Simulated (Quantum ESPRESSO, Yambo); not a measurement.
# Beyond one shot: Al2O3 (Corundum), part 2 of 2

How far does self-consistency move the gap of Al2O3 (Corundum)?

Quantum ESPRESSO 7.5 and Yambo 5.3.0; PBE and many-body steps on it, plane waves. Known limits of the many-body steps: not at the basis limit.

So far. Step 5 (evGW0, cycle 1): Against G0W0 in Yambo (4×4×4 mesh, 82 bands, screening to 74.8 eV, Godby-Needs plasmon pole), the gap moves by +0.295 eV. Step 6 (evGW0, cycle 2): Against the cycle before, the gap moves by +0.036 eV.

### Step 7. evGW0, cycle 3

Level of this step: evGW0 on PBE, plane waves, norm-conserving pseudopotentials (Yambo).

File gw5.in:

```
HF_and_locXC
gw0
dyson
ppa
em1d
rim_cut
RandQpts= 1000000
RandGvec= 1 RL
EXXRLvcs= 72 Ry
VXCRLvcs= 288 Ry
Chimod= "HARTREE"
% BndsRnXp
 1 | 82 |
%
NGsBlkXp= 5.5 Ry
% LongDrXp
 1 | 1 | 1 |
%
% GbndRnge
 1 | 82 |
%
DysSolver= "n"
ExtendOut
PPAPntXp= 27.21138 eV
% QPkrange
 1 | 14 | 22 | 27 |
%
GfnQPdb= "E < ./gw4_fix/ndb.QP"
```

Launch:

```console
> OMP_NUM_THREADS=2 mpirun -n 4 yambo -F gw5.in -J gw5,gw1_W -C gw5 > gw5.log
```

What it wrote:

```text
 Yambo, version 5.3.0

 [02] CORE Variables Setup
 =========================

  [... cell, symmetries and grids as in the set-up ...]

  [02.05] Energies & Occupations
  ==============================

  [X] === General ===
  [X] Electronic Temperature                        :  0.000000  0.000000 [eV K]
  [X] Bosonic    Temperature                        :  0.000000  0.000000 [eV K]
  [X] Finite Temperature mode                       : no
  [X] El. density                                   :  0.56459E+24 [cm-3]
[...]
Sx RL components                                 :   5903

   QP @ state[ 1 ] K range                          :   1  14
   QP @ state[ 1 ] b range                          :  22  27
   GF energies kind                                 : Perdew, Burke & Ernzerhof(X)+Perdew, Burke & Ernzerhof(C)+ E < ./gw2/ndb.QP + @E Fit+ E < ./gw3_fix/
   GF WF`s kind                                     : Perdew, Burke & Ernzerhof(X)+Perdew, Burke & Ernzerhof(C)
   Xs energies kind                                 : Perdew, Burke & Ernzerhof(X)+Perdew, Burke & Ernzerhof(C)
   Xs WF`s kind                                     : Perdew, Burke & Ernzerhof(X)+Perdew, Burke & Ernzerhof(C)

 [13] Game Over & Game summary
```

Run time: 2.6 min. Hardware: 4 MPI ranks of Arm Neoverse V2, shared host; peak memory 3.4 GiB; 19 min of CPU time.

Numbers from this step:

* quasiparticle gap on the mesh: 8.715 eV
* gap of the density functional on the mesh: 6.266 eV
* k of the valence top: 0, 0, 0
* k of the conduction bottom: 0, 0, 0
* least direct quasiparticle gap on the computed points: 8.715 eV

Against the cycle before, the gap moves by +0.004 eV.

The program's own table gives 9.012 eV, which is too large where the input levels are shifted: this version takes Σc at the unshifted level E₀, yet steps from the shifted one. The value above is the Newton step from E₀, E₀ + Z(Σc + Σx − Vxc), rebuilt from the printed columns.

### Step 8. evGW, cycle 1

This step: evGW on PBE, plane waves, norm-conserving pseudopotentials.

gw6.in, as its differences from gw5.in of step 7:

```diff
@@ -27,2 +27,3 @@
 %
-GfnQPdb= "E < ./gw4_fix/ndb.QP"
+GfnQPdb= "E < ./gw2/ndb.QP"
+XfnQPdb= "E < ./gw2/ndb.QP"
```

Launch:

```console
> OMP_NUM_THREADS=2 mpirun -n 4 yambo -F gw6.in -J gw6 -C gw6 > gw6.log
```

What it wrote:

```text
 Yambo, version 5.3.0

 [02] CORE Variables Setup
 =========================

  [... cell, symmetries and grids as in the set-up ...]

  [02.05] Energies & Occupations
  ==============================

  [X] === General ===
  [X] Electronic Temperature                        :  0.000000  0.000000 [eV K]
  [X] Bosonic    Temperature                        :  0.000000  0.000000 [eV K]
  [X] Finite Temperature mode                       : no
  [X] El. density                                   :  0.56459E+24 [cm-3]
[...]
Sx RL components                                 :   5903

   QP @ state[ 1 ] K range                          :   1  14
   QP @ state[ 1 ] b range                          :  22  27
   GF energies kind                                 : Perdew, Burke & Ernzerhof(X)+Perdew, Burke & Ernzerhof(C)+ E < ./gw2/ndb.QP + @E Fit
   GF WF`s kind                                     : Perdew, Burke & Ernzerhof(X)+Perdew, Burke & Ernzerhof(C)
   Xs energies kind                                 : Perdew, Burke & Ernzerhof(X)+Perdew, Burke & Ernzerhof(C)
   Xs WF`s kind                                     : Perdew, Burke & Ernzerhof(X)+Perdew, Burke & Ernzerhof(C)

 [15] Game Over & Game summary
```

Wall time 3.6 min (4 MPI ranks); peak memory 3.5 GiB; 27 min of CPU time.

This step gave:

| Item | Value |
| --- | --- |
| quasiparticle gap on the mesh | 9.179 eV |
| gap of the density functional on the mesh | 6.266 eV |
| k of the valence top | 0, 0, 0 |
| k of the conduction bottom | 0, 0, 0 |
| least direct quasiparticle gap on the computed points | 9.179 eV |

Against G0W0 in Yambo (4×4×4 mesh, 82 bands, screening to 74.8 eV, Godby-Needs plasmon pole), the gap moves by +0.799 eV.

The program's own table gives 9.405 eV, which is too large where the input levels are shifted: this version takes Σc at the unshifted level E₀, yet steps from the shifted one. The value above is the Newton step from E₀, E₀ + Z(Σc + Σx − Vxc), rebuilt from the printed columns.

### Step 9. evGW, cycle 2

gw7.in, as its differences from gw6.in of step 8:

```diff
@@ -27,3 +27,3 @@
 %
-GfnQPdb= "E < ./gw2/ndb.QP"
-XfnQPdb= "E < ./gw2/ndb.QP"
+GfnQPdb= "E < ./gw6_fix/ndb.QP"
+XfnQPdb= "E < ./gw6_fix/ndb.QP"
```

Launch:

```console
> OMP_NUM_THREADS=2 mpirun -n 4 yambo -F gw7.in -J gw7 -C gw7 > gw7.log
```

What it wrote:

```text
 Yambo, version 5.3.0

 [02] CORE Variables Setup
 =========================

  [... cell, symmetries and grids as in the set-up ...]

  [02.05] Energies & Occupations
  ==============================

  [X] === General ===
  [X] Electronic Temperature                        :  0.000000  0.000000 [eV K]
  [X] Bosonic    Temperature                        :  0.000000  0.000000 [eV K]
  [X] Finite Temperature mode                       : no
  [X] El. density                                   :  0.56459E+24 [cm-3]
[...]
Sx RL components                                 :   5903

   QP @ state[ 1 ] K range                          :   1  14
   QP @ state[ 1 ] b range                          :  22  27
   GF energies kind                                 : Perdew, Burke & Ernzerhof(X)+Perdew, Burke & Ernzerhof(C)+ E < ./gw2/ndb.QP + @E Fit+ E < ./gw6_fix/
   GF WF`s kind                                     : Perdew, Burke & Ernzerhof(X)+Perdew, Burke & Ernzerhof(C)
   Xs energies kind                                 : Perdew, Burke & Ernzerhof(X)+Perdew, Burke & Ernzerhof(C)
   Xs WF`s kind                                     : Perdew, Burke & Ernzerhof(X)+Perdew, Burke & Ernzerhof(C)

 [15] Game Over & Game summary
```

It took 3.6 min on 4 MPI ranks; peak memory 3.5 GiB.

This step gave:

| Quantity | Value |
| --- | --- |
| quasiparticle gap on the mesh | 9.400 eV |
| gap of the density functional on the mesh | 6.266 eV |
| k of the valence top | 0, 0, 0 |
| k of the conduction bottom | 0, 0, 0 |
| least direct quasiparticle gap on the computed points | 9.400 eV |

Against the cycle before, the gap moves by +0.221 eV.

The program's own table gives 9.688 eV, which is too large where the input levels are shifted: this version takes Σc at the unshifted level E₀, yet steps from the shifted one. The value above is the Newton step from E₀, E₀ + Z(Σc + Σx − Vxc), rebuilt from the printed columns.

### Step 10. evGW, cycle 3

gw8.in, as its differences from gw7.in of step 9:

```diff
@@ -27,3 +27,3 @@
 %
-GfnQPdb= "E < ./gw6_fix/ndb.QP"
-XfnQPdb= "E < ./gw6_fix/ndb.QP"
+GfnQPdb= "E < ./gw7_fix/ndb.QP"
+XfnQPdb= "E < ./gw7_fix/ndb.QP"
```

Launch:

```console
> OMP_NUM_THREADS=2 mpirun -n 4 yambo -F gw8.in -J gw8 -C gw8 > gw8.log
```

What it wrote:

```text
 Yambo, version 5.3.0

 [02] CORE Variables Setup
 =========================

  [... cell, symmetries and grids as in the set-up ...]

  [02.05] Energies & Occupations
  ==============================

  [X] === General ===
  [X] Electronic Temperature                        :  0.000000  0.000000 [eV K]
  [X] Bosonic    Temperature                        :  0.000000  0.000000 [eV K]
  [X] Finite Temperature mode                       : no
  [X] El. density                                   :  0.56459E+24 [cm-3]
[...]
Sx RL components                                 :   5903

   QP @ state[ 1 ] K range                          :   1  14
   QP @ state[ 1 ] b range                          :  22  27
   GF energies kind                                 : Perdew, Burke & Ernzerhof(X)+Perdew, Burke & Ernzerhof(C)+ E < ./gw2/ndb.QP + @E Fit+ E < ./gw6_fix/
   GF WF`s kind                                     : Perdew, Burke & Ernzerhof(X)+Perdew, Burke & Ernzerhof(C)
   Xs energies kind                                 : Perdew, Burke & Ernzerhof(X)+Perdew, Burke & Ernzerhof(C)
   Xs WF`s kind                                     : Perdew, Burke & Ernzerhof(X)+Perdew, Burke & Ernzerhof(C)

 [15] Game Over & Game summary
```

The job ended after 3.6 min (4 MPI ranks; peak memory 3.5 GiB; 27 min of CPU time).

This step gave:

```
quasiparticle gap on the mesh                         : 9.455 eV
gap of the density functional on the mesh             : 6.266 eV
k of the valence top                                  : 0, 0, 0
k of the conduction bottom                            : 0, 0, 0
least direct quasiparticle gap on the computed points : 9.455 eV
```

Against the cycle before, the gap moves by +0.055 eV.

The program's own table gives 9.759 eV, which is too large where the input levels are shifted: this version takes Σc at the unshifted level E₀, yet steps from the shifted one. The value above is the Newton step from E₀, E₀ + Z(Σc + Σx − Vxc), rebuilt from the printed columns.

### Step 11. evGW, cycle 4

gw9.in, as its differences from gw8.in of step 10:

```diff
@@ -27,3 +27,3 @@
 %
-GfnQPdb= "E < ./gw7_fix/ndb.QP"
-XfnQPdb= "E < ./gw7_fix/ndb.QP"
+GfnQPdb= "E < ./gw8_fix/ndb.QP"
+XfnQPdb= "E < ./gw8_fix/ndb.QP"
```

Launch:

```console
> OMP_NUM_THREADS=2 mpirun -n 4 yambo -F gw9.in -J gw9 -C gw9 > gw9.log
```

What it wrote:

```text
 Yambo, version 5.3.0

 [02] CORE Variables Setup
 =========================

  [... cell, symmetries and grids as in the set-up ...]

  [02.05] Energies & Occupations
  ==============================

  [X] === General ===
  [X] Electronic Temperature                        :  0.000000  0.000000 [eV K]
  [X] Bosonic    Temperature                        :  0.000000  0.000000 [eV K]
  [X] Finite Temperature mode                       : no
  [X] El. density                                   :  0.56459E+24 [cm-3]
[...]
Sx RL components                                 :   5903

   QP @ state[ 1 ] K range                          :   1  14
   QP @ state[ 1 ] b range                          :  22  27
   GF energies kind                                 : Perdew, Burke & Ernzerhof(X)+Perdew, Burke & Ernzerhof(C)+ E < ./gw2/ndb.QP + @E Fit+ E < ./gw6_fix/
   GF WF`s kind                                     : Perdew, Burke & Ernzerhof(X)+Perdew, Burke & Ernzerhof(C)
   Xs energies kind                                 : Perdew, Burke & Ernzerhof(X)+Perdew, Burke & Ernzerhof(C)
   Xs WF`s kind                                     : Perdew, Burke & Ernzerhof(X)+Perdew, Burke & Ernzerhof(C)

 [15] Game Over & Game summary
```

Run time: 3.6 min. Hardware: 4 MPI ranks; peak memory 3.5 GiB.

This step gave:

| Property | Result |
| --- | --- |
| quasiparticle gap on the mesh | 9.469 eV |
| gap of the density functional on the mesh | 6.266 eV |
| k of the valence top | 0, 0, 0 |
| k of the conduction bottom | 0, 0, 0 |
| least direct quasiparticle gap on the computed points | 9.469 eV |

Against the cycle before, the gap moves by +0.014 eV.

The program's own table gives 9.777 eV, which is too large where the input levels are shifted: this version takes Σc at the unshifted level E₀, yet steps from the shifted one. The value above is the Newton step from E₀, E₀ + Z(Σc + Σx − Vxc), rebuilt from the printed columns.

### Step 12. evGW, cycle 5

gw10.in, as its differences from gw9.in of step 11:

```diff
@@ -27,3 +27,3 @@
 %
-GfnQPdb= "E < ./gw8_fix/ndb.QP"
-XfnQPdb= "E < ./gw8_fix/ndb.QP"
+GfnQPdb= "E < ./gw9_fix/ndb.QP"
+XfnQPdb= "E < ./gw9_fix/ndb.QP"
```

Launch:

```console
> OMP_NUM_THREADS=2 mpirun -n 4 yambo -F gw10.in -J gw10 -C gw10 > gw10.log
```

What it wrote:

```text
 Yambo, version 5.3.0

 [02] CORE Variables Setup
 =========================

  [... cell, symmetries and grids as in the set-up ...]

  [02.05] Energies & Occupations
  ==============================

  [X] === General ===
  [X] Electronic Temperature                        :  0.000000  0.000000 [eV K]
  [X] Bosonic    Temperature                        :  0.000000  0.000000 [eV K]
  [X] Finite Temperature mode                       : no
  [X] El. density                                   :  0.56459E+24 [cm-3]
[...]
Sx RL components                                 :   5903

   QP @ state[ 1 ] K range                          :   1  14
   QP @ state[ 1 ] b range                          :  22  27
   GF energies kind                                 : Perdew, Burke & Ernzerhof(X)+Perdew, Burke & Ernzerhof(C)+ E < ./gw2/ndb.QP + @E Fit+ E < ./gw6_fix/
   GF WF`s kind                                     : Perdew, Burke & Ernzerhof(X)+Perdew, Burke & Ernzerhof(C)
   Xs energies kind                                 : Perdew, Burke & Ernzerhof(X)+Perdew, Burke & Ernzerhof(C)
   Xs WF`s kind                                     : Perdew, Burke & Ernzerhof(X)+Perdew, Burke & Ernzerhof(C)

 [15] Game Over & Game summary
```

The job ended after 3.5 min (4 MPI ranks; peak memory 3.5 GiB).

Numbers from this step:

```
quasiparticle gap on the mesh                         : 9.472 eV
gap of the density functional on the mesh             : 6.266 eV
k of the valence top                                  : 0, 0, 0
k of the conduction bottom                            : 0, 0, 0
least direct quasiparticle gap on the computed points : 9.472 eV
```

Against the cycle before, the gap moves by +0.003 eV.

The program's own table gives 9.781 eV, which is too large where the input levels are shifted: this version takes Σc at the unshifted level E₀, yet steps from the shifted one. The value above is the Newton step from E₀, E₀ + Z(Σc + Σx − Vxc), rebuilt from the printed columns.

### Step 13. Side by side

Times are wall times on 4 MPI ranks of Arm Neoverse V2, shared host, good to a factor of about two.

| run | mesh | bands | screening cutoff (eV) | DFT gap (eV) | gap on the mesh (eV) | direct (eV) | time |
| --- | --- | --- | --- | --- | --- | --- | --- |
| G0W0 | 4×4×4 | 82 | 74.8 | 6.266 | 8.380 | 8.380 | 67 s |
| evGW0, cycle 1 | 4×4×4 | 82 | 74.8 | 6.266 | 8.674 | 8.674 | 2.6 min |
| evGW0, cycle 2 | 4×4×4 | 82 | 74.8 | 6.266 | 8.711 | 8.711 | 2.6 min |
| evGW0, cycle 3 | 4×4×4 | 82 | 74.8 | 6.266 | 8.715 | 8.715 | 2.6 min |
| evGW, cycle 1 | 4×4×4 | 82 | 74.8 | 6.266 | 9.179 | 9.179 | 3.6 min |
| evGW, cycle 2 | 4×4×4 | 82 | 74.8 | 6.266 | 9.400 | 9.400 | 3.6 min |
| evGW, cycle 3 | 4×4×4 | 82 | 74.8 | 6.266 | 9.455 | 9.455 | 3.6 min |
| evGW, cycle 4 | 4×4×4 | 82 | 74.8 | 6.266 | 9.469 | 9.469 | 3.6 min |
| evGW, cycle 5 | 4×4×4 | 82 | 74.8 | 6.266 | 9.472 | 9.472 | 3.5 min |

### Step 14. Summary of results

```json
{
  "G0W0": "8.380 eV",
  "evGW0, cycle 1": "8.674 eV",
  "evGW0, cycle 2": "8.711 eV",
  "evGW0, cycle 3": "8.715 eV",
  "evGW, cycle 1": "9.179 eV",
  "evGW, cycle 2": "9.400 eV",
  "evGW, cycle 3": "9.455 eV",
  "evGW, cycle 4": "9.469 eV",
  "evGW, cycle 5": "9.472 eV",
  "known limits": "not at the basis limit"
}
```

**Reading.** evGW0 ends at 8.71 eV, +0.34 eV from G0W0, after 3 cycles that took 7.8 min beside the first screening; the last moved the gap by 0.004 eV. evGW ends at 9.47 eV, +1.09 eV from G0W0, after 5 cycles that took 18 min beside the first screening; the last moved the gap by 0.003 eV. Against experiment, by evGW, cycle 5: the gap of 9.47 eV lies +0.77 eV from the measured 8.7 eV (optical, quoted 2018). An exciton line or allowed optical edge lies below the quasiparticle gap by the binding energy; a forbidden edge can push the onset above it. These are gaps on the mesh, at modest bands and cutoff. The calculation has static nuclei and no excitons; a measured gap holds zero-point and thermal motion, which mostly lowers it. Bands and cutoff are finite, so the gap is not at the basis limit. The miss can reach some tenths of an eV and take either sign; the mesh is an error of its own.

[Paths, hosts, dates, memory and timing lines, banners, echoed tables and standing remarks are left out of the program output.]

[Logs are printed without paths, hosts, clocks, repeated set-up lines and the standing remarks that a program may print on its own settings, such as how far it seeks lower states.]

[Runs of the session that timed out or met a known fault of the program may be left out.]

[Hosts, paths, dates, database ids (printed as entryN), source tags and the programs' standing remarks are cut or masked in the printed files.]
